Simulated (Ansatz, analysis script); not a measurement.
# Magnetovolume effects in Nickel, part 2 of 2

Wanted: energy and moment of Nickel against volume, with typed moments, small moments and no spin.

Ansatz 0.2.0; PBE, PAW set soft_1.

So far, largest spin moment in the atom's sphere (μB): step 2 (the collinear state) 0.645; step 4 (factor 0.82, typed moments) 0.631; step 5 (factor 0.82, starting moments cut to 30 %) 0.631; step 6 (factor 0.94, starting moments cut to 30 %) 0.665.

## Step 7: Factor 1, no spin

Level of this step: Ansatz DFT without spin polarisation; PBE, PAW set soft_1; PAW set soft_1 (Ansatz).

Input file input.yaml:

```yaml
crystal:
  lattice:
    - [0.0, 1.761935, 1.761935]
    - [1.761935, 0.0, 1.761935]
    - [1.761935, 1.761935, 0.0]
  atoms:
    - { symbol: Ni, position: [0.0, 0.0, 0.0] }
kpoints:
  mp_grid: { grid: [20, 20, 20] }
hamiltonian:
  xc: pbe
  pseudopotentials: { kind: paw, azcp: { folder: soft_1 } }
scf:
  occupations: { method: fermi_dirac, width: 0.05 }
  max_iter: 120
  convergence: { dr2_threshold: 1.0e-08 }
basis:
  ecutwfc: 420.0
output:
  stress: true
```

The run is started by

```bash
ansatz run input.yaml --threads 1 --pin off --max-ram 2560MiB --backend cpu --events-out ev --progress --plain --runs-dir out
```

Numbers of over 12 decimals in the logs are rounded to 6 here.

Output:

```text
[...]
Crystal: 1 atoms, lattice volume = 10.940 Å³
Basis set: ecut = 420 eV, 181 PW (Γ)
Bands: 13, of which v1, the nominal top of the filled ones, is band 9 counted from 1 (8 counted from 0)
Symmetry: 48 space group operations
[...]
k-points: 256 of 8000
[...]
SCF iter   1: F=—  HF=-5839.713810 eV  |F-HF|=—  |Δ(HF+E_count)|=         —  Δρ=2.58e-2  dr2=3.30e-2  ethr=3.10e-3  ⟨swp⟩=3.2  Hψ=15043  notcnv=0
[...]
SCF iter   6: F=-5839.679684 eV  HF=-5839.679684 eV  |F-HF|=9.09e-12  |Δ(HF+E_count)|=   3.18e-9  Δρ=1.13e-6  dr2=1.07e-10  ethr=5.56e-11  ⟨swp⟩=4.5  Hψ=11619  notcnv=0
SCF 1 converged in 6 iterations: F = -5839.679684 eV  dr2 = 1.07e-10
[...]
SCF converged after 6 iterations
Free energy (F): -5839.679684 eV
[...]
Internal energy: -5839.651173 eV  (E = F + TS)
E sigma→0 (E₀):  -5839.665428 eV
Entropy (-TS):   -0.028511 eV (-28.511 meV/atom)
Fermi energy:    17.634169 eV
[...]
--- Stress (GPa, compression-positive) ---
       -1.947916      -0.000000       0.000000
        0.000000      -1.947916      -0.000000
       -0.000000      -0.000000      -1.947916
  P = ⅓ Tr σ = -1.9479 GPa (-19.479 kbar)
```

Wall time 2.7 s (1 thread of Arm Neoverse V1, shared host); peak memory 0.29 GiB.

This is the reference without moments at this size.

## Step 8: Factor 1.06, no spin

input.yaml, the sections that differ from step 7:

```yaml
crystal:
  lattice:
    - [0.0, 1.79649152, 1.79649152]
    - [1.79649152, 0.0, 1.79649152]
    - [1.79649152, 1.79649152, 0.0]
  atoms:
    - { symbol: Ni, position: [0.0, 0.0, 0.0] }
# kpoints, hamiltonian, scf, basis, output: as in step 7
```

Output:

```text
[...]
Crystal: 1 atoms, lattice volume = 11.596 Å³
Basis set: ecut = 420 eV, 259 PW (Γ)
Bands: 13, of which v1, the nominal top of the filled ones, is band 9 counted from 1 (8 counted from 0)
Symmetry: 48 space group operations
[...]
k-points: 256 of 8000
[...]
SCF iter   1: F=—  HF=-5839.693068 eV  |F-HF|=—  |Δ(HF+E_count)|=         —  Δρ=3.81e-2  dr2=9.32e-2  ethr=3.10e-3  ⟨swp⟩=3.4  Hψ=15271  notcnv=0
[...]
SCF iter   6: F=-5839.650617 eV  HF=-5839.650617 eV  |F-HF|=5.09e-11  |Δ(HF+E_count)|=   2.59e-9  Δρ=1.60e-6  dr2=1.71e-10  ethr=1.77e-11  ⟨swp⟩=4.2  Hψ=11354  notcnv=0
SCF 1 converged in 6 iterations: F = -5839.650617 eV  dr2 = 1.71e-10
[...]
SCF converged after 6 iterations
Free energy (F): -5839.650617 eV
[...]
Internal energy: -5839.620317 eV  (E = F + TS)
E sigma→0 (E₀):  -5839.635467 eV
Entropy (-TS):   -0.030300 eV (-30.300 meV/atom)
Fermi energy:    16.357020 eV
[...]
--- Stress (GPa, compression-positive) ---
      -11.655031       0.000000      -0.000000
        0.000000     -11.655031       0.000000
        0.000000      -0.000000     -11.655031
  P = ⅓ Tr σ = -11.6550 GPa (-116.550 kbar)
```

Run time: 2.7 s. Hardware: 1 thread; peak memory 0.29 GiB.

This is the reference without moments at this size.

## Step 9: Factor 1.2, no spin

input.yaml, the sections that differ from step 8:

```yaml
crystal:
  lattice:
    - [0.0, 1.87233533, 1.87233533]
    - [1.87233533, 0.0, 1.87233533]
    - [1.87233533, 1.87233533, 0.0]
  atoms:
    - { symbol: Ni, position: [0.0, 0.0, 0.0] }
# kpoints, hamiltonian, scf, basis, output: as in step 8
```

Output:

```text
[...]
Crystal: 1 atoms, lattice volume = 13.127 Å³
Basis set: ecut = 420 eV, 259 PW (Γ)
Bands: 13, of which v1, the nominal top of the filled ones, is band 9 counted from 1 (8 counted from 0)
Symmetry: 48 space group operations
[...]
k-points: 256 of 8000
[...]
SCF iter   1: F=—  HF=-5839.556849 eV  |F-HF|=—  |Δ(HF+E_count)|=         —  Δρ=6.94e-2  dr2=3.89e-1  ethr=3.10e-3  ⟨swp⟩=4.0  Hψ=15712  notcnv=0
[...]
SCF iter   6: F=-5839.470418 eV  HF=-5839.470418 eV  |F-HF|=7.17e-10  |Δ(HF+E_count)|=   6.60e-8  Δρ=1.99e-6  dr2=3.59e-10  ethr=5.56e-11  ⟨swp⟩=5.0  Hψ=13038  notcnv=0
SCF 1 converged in 6 iterations: F = -5839.470418 eV  dr2 = 3.59e-10
[...]
SCF converged after 6 iterations
Free energy (F): -5839.470418 eV
[...]
Internal energy: -5839.436259 eV  (E = F + TS)
E sigma→0 (E₀):  -5839.453338 eV
Entropy (-TS):   -0.034159 eV (-34.159 meV/atom)
Fermi energy:    13.881702 eV
[...]
--- Stress (GPa, compression-positive) ---
      -24.219989       0.000000       0.000000
        0.000000     -24.219989      -0.000000
       -0.000000       0.000000     -24.219989
  P = ⅓ Tr σ = -24.2200 GPa (-242.200 kbar)
```

Run time: 2.8 s. Hardware: 1 thread; peak memory 0.3 GiB.

This is the reference without moments at this size.

21 more runs differ from these in the same keys alone and are tabled below.

## Step 10: All sizes

| factor | E typed (meV/atom) | E small | E no spin | largest moment, typed (μB) | small | state, typed | state, small |
| --- | --- | --- | --- | --- | --- | --- | --- |
| 0.82 | 308.3 | 308.3 | 342.7 | 0.63 | 0.63 | ferromagnetic | ferromagnetic |
| 0.88 | 116.7 | 116.7 | 157.9 | 0.65 | 0.65 | ferromagnetic | ferromagnetic |
| 0.94 | 23.8 | 23.8 | 70.9 | 0.66 | 0.66 | ferromagnetic | ferromagnetic |
| 0.97 | 4.7 | 4.7 | 54.4 | 0.67 | 0.67 | ferromagnetic | ferromagnetic |
| 1 | 0.0 | 0.0 | 52.1 | 0.68 | 0.68 | ferromagnetic | ferromagnetic |
| 1.03 | 7.3 | 7.3 | 61.7 | 0.68 | 0.68 | ferromagnetic | ferromagnetic |
| 1.06 | 24.6 | 24.6 | 81.2 | 0.69 | 0.69 | ferromagnetic | ferromagnetic |
| 1.12 | 83.0 | 83.0 | 143.6 | 0.71 | 0.71 | ferromagnetic | ferromagnetic |
| 1.2 | 195.8 | 195.8 | 261.4 | 0.74 | 0.74 | ferromagnetic | ferromagnetic |

## Step 11: Results

| Item | Value |
| --- | --- |
| lowest run | factor 1, typed moments |
| largest moment, typed start | 0.631 μB at 0.82 to 0.742 μB at 1.2 |
| gain by magnetism | 34.5 to 65.6 meV/atom |

From a factor of 0.82 to 1.2 the largest moment goes from 0.63 to 0.742 μB. The moment grows with the cell, as narrower bands favour. Site moments are taken in spheres that grow with the cell. Both magnetic starts, which share one pattern of signs, end on one state at every size; other orders were not tried. The cell's shape and the atoms were not relaxed. The 27 scaled-cell runs took 3.3 min of wall time, added up.

[Logs and program files are shortened in this print: banners, set-up blocks, solver, clock and traceback lines can be left out without a mark of their own.]

[Logs are printed without paths, hosts, clocks, repeated set-up lines and the standing remarks that a program may print on its own settings, such as how far it seeks lower states.]

[Hosts, paths, dates, database ids (printed as entryN), source tags and the programs' standing remarks are cut or masked in the printed files.]

[Where the input sets lower_state_search to off, the program did not look for lower states, so one may exist.]
